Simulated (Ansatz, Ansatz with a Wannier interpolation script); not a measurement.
# G0W0 band structure of BiOBr (P4/nmm)

Aim: the G0W0 bands of BiOBr (P4/nmm) along the symmetry lines, with the gap off the mesh.

Program: Ansatz 0.2.0. Level of theory: LDA, Wannier functions and G0W0, plane waves, PAW. Results are calculated unless marked as measured.

Report form: the programs' logs are mostly left out.

The database entry behind the starting cell differs from later determinations by our own check (0.1 to 0.3 % short, probably kX units), so it need not match the best structure at ambient conditions.

### Step 1. The starting structure

It takes space group P4/nmm (No. 129, tetragonal). The conventional cell has a = 3.916 Å, b = 3.916 Å, c = 8.077 Å, α = 90.00°, β = 90.00°, γ = 90.00°. Nearest to Bi lie 4 O at 2.32 Å and 4 Br at 3.18 Å. Nearest to Br lie 4 Bi at 3.18 Å. Nearest to O lie 4 Bi at 2.32 Å. Farther neighbours and most contacts between anions are not listed.

Structure file:

```cif
data_structure
_symmetry_space_group_name_H-M 'P4/nmm:1'
_symmetry_Int_Tables_number 129
_cell_length_a 3.9160
_cell_length_b 3.9160
_cell_length_c 8.0770
_cell_angle_alpha 90.000
_cell_angle_beta 90.000
_cell_angle_gamma 90.000
_cell_volume 123.86
loop_
_atom_site_label
_atom_site_type_symbol
_atom_site_symmetry_multiplicity
_atom_site_Wyckoff_symbol
_atom_site_fract_x
_atom_site_fract_y
_atom_site_fract_z
_atom_site_occupancy
Bi1 Bi 2 c 0.00000 0.50000 0.15400 1
Br1 Br 2 c 0.00000 0.50000 0.65300 1
O1 O 2 a 0.00000 0.00000 0.00000 1
```

The cell and positions come from the Crystallography Open Database and are kept as given unless a step says otherwise. Spin-orbit coupling is left out unless a step names it. The default PAW set here is soft_2. Its files were made with PBE.

### Step 2. LDA bands

Levels along a band path, at the cheap level, show where the edges lie and whether the meshes to come will hold them.

This step: DFT, LDA, plane waves, PAW.

input.yaml reads:

```yaml
crystal:
  lattice:
    - [3.916, 0.0, 0.0]
    - [0.0, 3.916, 0.0]
    - [0.0, 0.0, 8.077]
  atoms:
    - { symbol: Bi, position: [0.0, 0.5, 0.154] }
    - { symbol: Bi, position: [0.5, 0.0, 0.846] }
    - { symbol: Br, position: [0.0, 0.5, 0.653] }
    - { symbol: Br, position: [0.5, 0.0, 0.347] }
    - { symbol: O, position: [0.0, 0.0, 0.0] }
    - { symbol: O, position: [0.5, 0.5, 0.0] }
kpoints:
  mp_grid: { grid: [4, 4, 2] }
  band_path:
    path:
      - [[0.0, 0.0, 0.0], [0.0, 0.5, 0.0], [0.5, 0.5, 0.0], [0.0, 0.0, 0.0], [0.0, 0.0, 0.5], [0.0, 0.5, 0.5], [0.5, 0.5, 0.5], [0.0, 0.0, 0.5]]
      - [[0.0, 0.5, 0.0], [0.0, 0.5, 0.5]]
      - [[0.5, 0.5, 0.0], [0.5, 0.5, 0.5]]
    npoints: 10
hamiltonian:
  xc: lda
scf:
  occupations: { method: fermi_dirac, width: 0.02 }
  n_extra_bands: 65
output:
  eigenvalues: true
  fatbands: true
  write_density: true
  write_potential: true
  elf: true
  volumetric_format: npy
```

Launch:

```
ansatz run input.yaml --threads 3 --pin off --max-ram 92160MiB --backend cuda --events-out ev --progress --plain --runs-dir out --devices 1 --max-vram 13GiB
```

The job ended after 18 s (1 × NVIDIA H100 80GB HBM3 (shared by 6 runs) with 3 threads of AMD EPYC 7R13 (Zen 3), shared host; peak memory 1 GiB).

This step gave:

```yaml
filled_bands: 28
gap: 2.035 eV
valence_top_at: k = (0.000, 0.400, 0.500)
conduction_bottom_at: k = (0.000, 0.000, 0.400)
least_direct_gap: 2.209 eV
```

The gap is indirect, with the least direct gap 0.17 eV higher.

Electronic bands along the path, in eV, zero at the top of the highest nominally filled band:

```
    point  band 25  band 26  band 27  band 28  band 29  band 30  band 31  band 32
        Γ    -1.06    -0.79    -0.79    -0.72     2.23     3.14     4.82     4.82
  halfway    -0.63    -0.58    -0.34    -0.16     3.78     4.04     4.10     4.58
        X    -0.55    -0.55    -0.16    -0.16     4.22     4.22     4.75     4.75
  halfway    -0.97    -0.97    -0.97    -0.97     3.91     3.91     4.82     4.82
        M    -1.07    -1.07    -0.80    -0.80     3.23     3.23     4.97     4.97
  halfway    -0.88    -0.52    -0.39    -0.37     3.34     4.37     4.73     4.77
        Γ    -1.06    -0.79    -0.79    -0.72     2.23     3.14     4.82     4.82
  halfway    -1.10    -0.60    -0.60    -0.45     2.10     2.77     4.73     4.73
        Z    -0.99    -0.47    -0.47    -0.17     2.04     2.32     4.64     4.64
  halfway    -0.93    -0.52    -0.42    -0.26     3.58     3.83     4.66     4.69
        R    -0.56    -0.56    -0.12    -0.12     4.04     4.04     4.80     4.80
  halfway    -1.10    -1.10    -0.51    -0.51     3.52     3.52     5.26     5.26
        A    -1.15    -1.15    -1.07    -1.07     3.93     3.93     5.20     5.20
  halfway    -1.18    -1.05    -0.36    -0.29     3.00     4.22     4.95     5.12
        Z    -0.99    -0.47    -0.47    -0.17     2.04     2.32     4.64     4.64
jump to X    -0.55    -0.55    -0.16    -0.16     4.22     4.22     4.75     4.75
  halfway    -0.55    -0.55    -0.14    -0.14     4.13     4.13     4.78     4.78
        R    -0.56    -0.56    -0.12    -0.12     4.04     4.04     4.80     4.80
jump to M    -1.07    -1.07    -0.80    -0.80     3.23     3.23     4.97     4.97
  halfway    -1.07    -1.07    -0.97    -0.97     3.55     3.55     5.09     5.09
        A    -1.15    -1.15    -1.07    -1.07     3.93     3.93     5.20     5.20
```

ELF in the ac plane at fractional y = 0.000, with atoms of Bi and Br and O within 0.2 Å of it. It is the smooth field of the valence electrons, not physical close to the nuclei.

Ten even steps from '0' (0.01) to '9' (0.88), each cell a mean:
```
68852234323797
88633433432478
65324311133235
11134213134311
00145311245310
00135544554310
00024555543100
00001344321000
00000011000000
00000000000000
00000123210000
00014688763100
00258999997410
01489998999730
01699620389841
02699500179851
01689731489841
00379998998620
00136899886300
00012466542000
43100011100123
88631000001478
88862000003688
47972111114786
```
Columns run along a (3.9 Å), rows up along c (8.1 Å). Atoms in or near the plane, at fractional coordinates: Bi at (0.50, 0.85), Br at (0.50, 0.35), O at (0.00, 0.00).

Electrostatic potential energy in the ac plane at fractional y = 0.000, with atoms of Bi and Br and O within 0.2 Å of it. With pseudopotentials it is smooth inside the atoms' cores, unlike the true potential.

Values in eV, 24 rows by 14 columns, each cell a mean:
```
-40 -30  -7   6   3  -4 -10 -13  -9  -1   5   5 -15 -33
-12  -5   5   3  -8 -29 -47 -52 -43 -21  -3   5   3  -8
 10   9   7  -1 -23 -58 -70 -71 -69 -47 -15   2   8  10
 11  10   6  -4 -30 -66 -71 -71 -71 -58 -20   0   8  11
 11  10   7  -1 -20 -53 -68 -71 -67 -42 -12   2   8  11
 12  11   9   4  -5 -22 -38 -44 -35 -16  -1   6  10  11
 12  12  11   9   5   0  -5  -6  -4   2   6   9  11  12
 13  13  12  11  10   8   7   7   7   9  10  12  12  13
 13  13  13  13  12  11  11  11  11  12  12  13  13  13
 14  14  14  13  13  13  13  13  13  13  13  13  14  14
 14  14  14  14  14  13  13  13  13  13  14  14  14  14
 14  14  14  14  13  12  11  11  11  12  13  14  14  14
 14  14  14  12  10   6   2   0   3   8  11  13  14  14
 14  14  13  10   4 -16 -35 -41 -31  -8   6  11  13  14
 14  13  12   7 -11 -48 -65 -68 -62 -37  -4   9  12  13
 13  13  11   6 -18 -56 -69 -70 -67 -45  -8   8  12  13
 13  12  11   8  -8 -43 -61 -66 -59 -31  -1   9  12  13
 12  12  12  10   6  -8 -24 -30 -20  -2   7  11  12  12
 11  12  12  11  10   8   5   4   6   9  11  12  12  12
 11  11  12  12  12  12  11  11  11  12  12  12  12  11
 11  11  12  12  12  12  12  12  12  12  12  12  12  11
  0   5  10  12  12  12  12  12  12  12  12  12   9   3
-30 -21   0  11  11  10  10  10  10  11  11   9  -7 -24
-50 -37 -12   8   9   7   5   5   6   8   9   5 -21 -41
```
Columns run along a (3.9 Å; values clipped at the 3rd and 97th percentile), rows up along c (8.1 Å). Atoms in or near the plane, at fractional coordinates: Bi at (0.50, 0.85), Br at (0.50, 0.35), O at (0.00, 0.00).

### Step 3. Wannier functions (Bi:6p Br:4p O:2p) on 8×8×4

Localised functions give a small Hamiltonian that interpolates between mesh points at no cost.

This step: maximally localised Wannier functions, LDA, plane waves, PAW.

input.yaml, the sections that differ from step 2:

```yaml
kpoints:
  mp_grid: { grid: [4, 4, 2] }
scf:
  occupations: { method: fixed }
  n_extra_bands: 65
output:
  wannier:
    kmesh: [8, 8, 4]
    projections:
      - { species: Bi, l: p, shell: 6 }
      - { species: Br, l: p, shell: 4 }
      - { species: O, l: p, shell: 2 }
    minimise: true
    write_hr: true
    seedname: w
    conv_tol: 1.0e-07
    max_iter: 4000
    disentanglement:
      window: [1.91, 15.33]
      frozen_window: [1.91, 12.33]
      conv_tol: 1.0e-08
# crystal, hamiltonian: as in step 2
```

The job ended after 13 s (1 × NVIDIA H100 80GB HBM3 (shared by 6 runs) with 3 threads; peak memory 1.2 GiB; 11 s of CPU time).

Numbers from this step:

| Property | Result |
| --- | --- |
| gauge-invariant spread | 33.87 Å² |
| diagonal spread | 0.03672 Å² |
| off-diagonal spread | 1.256 Å² |
| total spread | 35.16 Å² |
| least projectability | 0.4783 |
| localisation steps | 55 |
| disentanglement steps | 20 |
| r.m.s. interpolation error | 5.26e-4 eV |
| r.m.s. error near the gap | 5.93e-4 eV |

Near the gap the model misses directly solved bands by 0.6 meV r.m.s. and by 8 meV at most in the window tested. This tests the starting bands, not the corrections carried with them.

Wannier functions, by row:

```
function   x (Å)   y (Å)   z (Å)  spread (Å²)  nearest atom  distance (Å)
       1  -0.162   1.872    1.48        2.901           Bi1         0.299
       2   0.161   1.872    1.48        2.901           Bi1         0.299
       3       0   2.132   1.482        2.907           Bi1         0.295
       4   1.797  -0.086   6.597        2.901           Bi2         0.299
       5   2.119  -0.086   6.597        2.901           Bi2         0.299
       6   1.958   0.174   6.595        2.907           Bi2         0.295
       7   -0.05   1.958   5.263        1.719           Br3         0.051
       8    0.05   1.958   5.263        1.719           Br3         0.051
       9       0   1.958   5.262        1.687           Br3         0.013
      10   1.958   -0.05   2.814        1.719           Br4         0.051
      11   1.958       0   2.815        1.687           Br4         0.013
      12   1.958    0.05   2.814        1.718           Br4         0.051
      13   0.066  -0.001  -0.036        1.226            O5         0.076
      14  -0.066  -0.001  -0.036        1.226            O5         0.076
      15       0   0.002   0.073        1.296            O5         0.073
      16   2.024   1.957   0.036        1.226            O6         0.076
      17   1.892   1.957   0.036        1.226            O6         0.076
      18   1.958    1.96  -0.073        1.296            O6         0.073
```

Frozen up to 5.03 eV; above it the model need not follow the bands. Electronic bands along the path, in eV, zero at the valence-band top:

(Unchanged from step 2.)

The same for Kohn-Sham, solved directly:

```
point  band 25  band 26  band 27  band 28  band 29  band 30  band 31  band 32
    Γ    -1.06    -0.79    -0.79    -0.72     2.23     3.14     4.82     4.82
    X    -0.55    -0.55    -0.16    -0.16     4.22     4.22     4.75     4.75
    M    -1.07    -1.07    -0.80    -0.80     3.23     3.23     4.97     4.97
    Γ    -1.06    -0.79    -0.79    -0.72     2.23     3.14     4.82     4.82
    Z    -0.99    -0.47    -0.47    -0.17     2.04     2.32     4.64     4.64
    R    -0.56    -0.56    -0.12    -0.12     4.04     4.04     4.80     4.80
    A    -1.15    -1.15    -1.07    -1.07     3.93     3.93     5.20     5.20
    Z    -0.99    -0.47    -0.47    -0.17     2.04     2.32     4.64     4.64
    X    -0.55    -0.55    -0.16    -0.16     4.22     4.22     4.75     4.75
    R    -0.56    -0.56    -0.12    -0.12     4.04     4.04     4.80     4.80
    M    -1.07    -1.07    -0.80    -0.80     3.23     3.23     4.97     4.97
    A    -1.15    -1.15    -1.07    -1.07     3.93     3.93     5.20     5.20
```

### Step 4. G0W0 at every point of the mesh: 4×4×2 mesh, 516 empty bands, screening to 150 eV

G0W0 replaces the xc potential by the self-energy, built once from these orbitals. Only a window of levels is corrected, while the sums run over the empty bands that the input names.

This step: G0W0 on LDA, plane waves, PAW.

input.yaml, the sections that differ from step 3:

```yaml
scf:
  occupations: { method: fixed }
gw:
  n_empty_bands: 516
  ecut_chi: 150.0
  qp_bands: [v12, c5]
  screening: { model: contour_deformation }
# crystal, kpoints, hamiltonian: as in step 3
# output: removed
```

The job ended after 35 s (1 × NVIDIA H100 80GB HBM3 (shared by 6 runs) with 3 threads; peak memory 1.6 GiB).

Numbers from this step:

```
bands summed                                 : 544
RPA ε∞ on this mesh (eigenvalues)            : 5.577, 7.545, 7.545
plane waves in the screening matrix          : 509
q-points in the mesh                         : 32
G0W0 gap on the mesh                         : 3.197 eV
k of the valence top                         : 0, -0.5, -0.5
k of the conduction bottom                   : 0, 0, -0.5
starting gap on the mesh                     : 2.159 eV
Z at the valence top                         : 0.7541
Z at the conduction bottom                   : 0.8053
least direct G0W0 gap on the computed points : 3.428 eV
```

The gap on the mesh goes from 2.16 eV to 3.20 eV, a correction of +1.04 eV. Between the two edge states, bare exchange in place of the xc potential would open the gap by 7.02 eV, and correlation takes back 5.98 eV. The start differs from the 2.03 eV found before because this mesh misses an edge.

### Step 5. Interpolating the corrections

A script adds the corrections, carried to the Wannier functions and back, to the LDA levels, along the path and on a 13×13×9 mesh.

- G0W0 gap over the zone: 2.987 eV
- conduction bottom at: Z
- starting gap over the zone: 2.039 eV
- least direct G0W0 gap: 3.428 eV
- G0W0 gap on the mesh: 3.197 eV
- valence width, start: 5.238 eV
- valence width, G0W0: 5.139 eV
- gap by a rigid shift: 3.077 eV

Levels solved directly plus the interpolated quasiparticle correction. Limits: finite bands, cutoff and mesh; no spin-orbit coupling; coarse k mesh. The quasiparticle bands at the labelled points (eV, zero at the valence-band top of each set):

```
    point  band 25  band 26  band 27  band 28  band 29  band 30
        Γ    -1.02    -0.99    -0.99    -0.90     3.29     4.17
  halfway    -0.89    -0.52    -0.52    -0.29     4.98     5.20
        X    -0.83    -0.83    -0.18    -0.18     5.37     5.37
  halfway    -1.18    -1.18    -1.14    -1.14     5.02     5.02
        M    -1.05    -1.05    -0.77    -0.77     4.27     4.27
  halfway    -1.03    -0.61    -0.58    -0.51     4.43     5.58
        Γ    -1.02    -0.99    -0.99    -0.90     3.29     4.17
  halfway    -0.93    -0.84    -0.84    -0.64     3.14     3.82
        Z    -0.84    -0.71    -0.71    -0.40     3.03     3.43
  halfway    -0.96    -0.70    -0.67    -0.25     4.70     4.99
        R    -0.84    -0.84    -0.17    -0.17     5.17     5.17
  halfway    -1.17    -1.17    -0.71    -0.71     4.63     4.63
        A    -1.46    -1.46    -0.77    -0.77     5.00     5.00
  halfway    -1.22    -1.06    -0.51    -0.41     4.04     5.42
        Z    -0.84    -0.71    -0.71    -0.40     3.03     3.43
jump to X    -0.83    -0.83    -0.18    -0.18     5.37     5.37
  halfway    -0.83    -0.83    -0.18    -0.18     5.27     5.27
        R    -0.84    -0.84    -0.17    -0.17     5.17     5.17
jump to M    -1.05    -1.05    -0.77    -0.77     4.27     4.27
  halfway    -1.25    -1.25    -0.77    -0.77     4.60     4.60
        A    -1.46    -1.46    -0.77    -0.77     5.00     5.00
```

The same for LDA:

```
point  band 25  band 26  band 27  band 28  band 29  band 30
    Γ    -1.06    -0.79    -0.79    -0.72     2.23     3.14
    X    -0.55    -0.55    -0.16    -0.16     4.22     4.22
    M    -1.07    -1.07    -0.80    -0.80     3.23     3.23
    Γ    -1.06    -0.79    -0.79    -0.72     2.23     3.14
    Z    -0.99    -0.47    -0.47    -0.17     2.04     2.32
    R    -0.56    -0.56    -0.12    -0.12     4.04     4.04
    A    -1.15    -1.15    -1.07    -1.07     3.93     3.93
    Z    -0.99    -0.47    -0.47    -0.17     2.04     2.32
    X    -0.55    -0.55    -0.16    -0.16     4.22     4.22
    R    -0.56    -0.56    -0.12    -0.12     4.04     4.04
    M    -1.07    -1.07    -0.80    -0.80     3.23     3.23
    A    -1.15    -1.15    -1.07    -1.07     3.93     3.93
```

Corrections by starting level (eV, on the run's own energy scale, so only their differences matter):

```
start  correction
-5.10       −0.32
-4.60       −0.37
-3.36       −0.34
-3.15       −0.48
-2.23       −0.69
-1.83       −0.61
-1.22       −0.20
-0.98       −0.55
-0.85       −0.65
-0.46       −0.42
-0.22       −0.65
-0.04       −0.61
 2.16       +0.51
 3.12       +0.57
 4.16       +0.66
 4.85       +0.75
 5.26       +0.78
 6.34       +0.82
```

### Step 6. LDA+SOC bands, for comparison

Spin-orbit coupling can split or shift the edges; a non-collinear run measures by how much.

This step: DFT, LDA with spin-orbit coupling, plane waves, PAW.

input.yaml, the sections that differ from step 4:

```yaml
kpoints:
  mp_grid: { grid: [4, 4, 2] }
  band_path:
    path:
      - [[0.0, 0.0, 0.0], [0.0, 0.5, 0.0], [0.5, 0.5, 0.0], [0.0, 0.0, 0.0], [0.0, 0.0, 0.5], [0.0, 0.5, 0.5], [0.5, 0.5, 0.5], [0.0, 0.0, 0.5]]
      - [[0.0, 0.5, 0.0], [0.0, 0.5, 0.5]]
      - [[0.5, 0.5, 0.0], [0.5, 0.5, 0.5]]
    npoints: 10
scf:
  occupations: { method: fermi_dirac, width: 0.02 }
  n_extra_bands: 12
magnetization:
  noncollinear: true
  spin_orbit: true
output:
  eigenvalues: true
# crystal, hamiltonian: as in step 4
# gw: removed
```

It took 16 s on 1 × NVIDIA H100 80GB HBM3 (shared by 6 runs) with 3 threads; peak memory 1.4 GiB.

This step gave:

```
filled bands         : 56
gap                  : 1.692 eV
valence top at       : k = (0.000, 0.400, 0.500)
conduction bottom at : k = (0.000, 0.000, 0.400)
least direct gap     : 1.825 eV
```

The gap stands −0.34 eV against LDA.

Electronic bands along the path, in eV, zero at the top of the highest nominally filled band:

```
    point  band 53  band 54  band 55  band 56  band 57  band 58  band 59  band 60
        Γ    -0.64    -0.64    -0.60    -0.60     1.88     1.88     2.36     2.36
  halfway    -0.33    -0.33    -0.13    -0.13     2.69     2.69     3.21     3.21
        X    -0.16    -0.16    -0.16    -0.16     3.28     3.28     3.28     3.28
  halfway    -0.91    -0.91    -0.90    -0.90     2.99     2.99     3.61     3.61
        M    -0.81    -0.81    -0.81    -0.81     2.81     2.81     2.81     2.81
  halfway    -0.42    -0.42    -0.33    -0.33     2.57     2.57     3.70     3.70
        Γ    -0.64    -0.64    -0.60    -0.60     1.88     1.88     2.36     2.36
  halfway    -0.46    -0.46    -0.35    -0.35     1.75     1.75     2.12     2.12
        Z    -0.34    -0.34    -0.11    -0.11     1.72     1.72     1.76     1.76
  halfway    -0.38    -0.38    -0.23    -0.23     2.79     2.79     3.04     3.04
        R    -0.12    -0.12    -0.12    -0.12     3.20     3.20     3.20     3.20
  halfway    -0.61    -0.61    -0.47    -0.47     2.77     2.77     3.40     3.40
        A    -1.16    -1.16    -1.16    -1.16     3.35     3.35     3.35     3.35
  halfway    -0.40    -0.40    -0.29    -0.29     2.34     2.34     3.88     3.88
        Z    -0.34    -0.34    -0.11    -0.11     1.72     1.72     1.76     1.76
jump to X    -0.16    -0.16    -0.16    -0.16     3.28     3.28     3.28     3.28
  halfway    -0.14    -0.14    -0.14    -0.14     3.24     3.24     3.24     3.24
        R    -0.12    -0.12    -0.12    -0.12     3.20     3.20     3.20     3.20
jump to M    -0.81    -0.81    -0.81    -0.81     2.81     2.81     2.81     2.81
  halfway    -0.98    -0.98    -0.98    -0.98     3.07     3.07     3.07     3.07
        A    -1.16    -1.16    -1.16    -1.16     3.35     3.35     3.35     3.35
```

### Step 7. Results

```json
{
 "LDA gap": "2.04 eV",
 "G0W0 gap over the zone": "2.99 eV, indirect",
 "least direct G0W0 gap, in the model": "3.43 eV",
 "with the spin-orbit change": "2.64 eV",
 "GW settings": "4×4×2 mesh, 516 empty bands, screening to 150 eV",
 "known limits": "not at the basis limit; no spin-orbit coupling; coarse k mesh"
}
```

The Wannier model follows the LDA bands to under 1 meV r.m.s. near the gap. The G0W0 gap over the zone is 2.99 eV, indirect, from k = (0.384, 0.000, -0.500) to Z; on the mesh alone it is 3.20 eV, and a rigid shift of the LDA bands would give 3.08 eV. The valence width in the model goes from 5.24 eV to 5.14 eV. LDA+SOC gives a gap of 1.69 eV on the same path, a spin-orbit change of −0.34 eV that would bring the G0W0 gap to 2.64 eV. Bands and cutoff are finite, so the gap is not at the basis limit. The miss can reach some tenths of an eV and take either sign; the mesh is an error of its own. Above the frozen window of the model the interpolated levels need not meet the computed ones, even at points of the mesh. The 4×4×2 mesh is coarse for this cell (its supercell is 16 Å along the shortest edge). The RPA ε∞ on it, from the LDA start, is 5.58 and 7.55; such meshes misread the long-range screening, most where the gap is narrow. Where an edge is built on 6p states of lead, bismuth or thallium, scalar-relativistic gaps usually stand too wide, by a few tenths to over one eV.

[Paths, hosts, dates, memory and timing lines, banners, echoed tables and standing remarks are left out of the program output.]

[Logs are printed without paths, hosts, clocks, repeated set-up lines and the standing remarks that a program may print on its own settings, such as how far it seeks lower states.]

[Runs of the session that timed out or met a known fault of the program may be left out.]

[Hosts, paths, dates, database ids (printed as entryN), source tags and the programs' standing remarks are cut or masked in the printed files.]
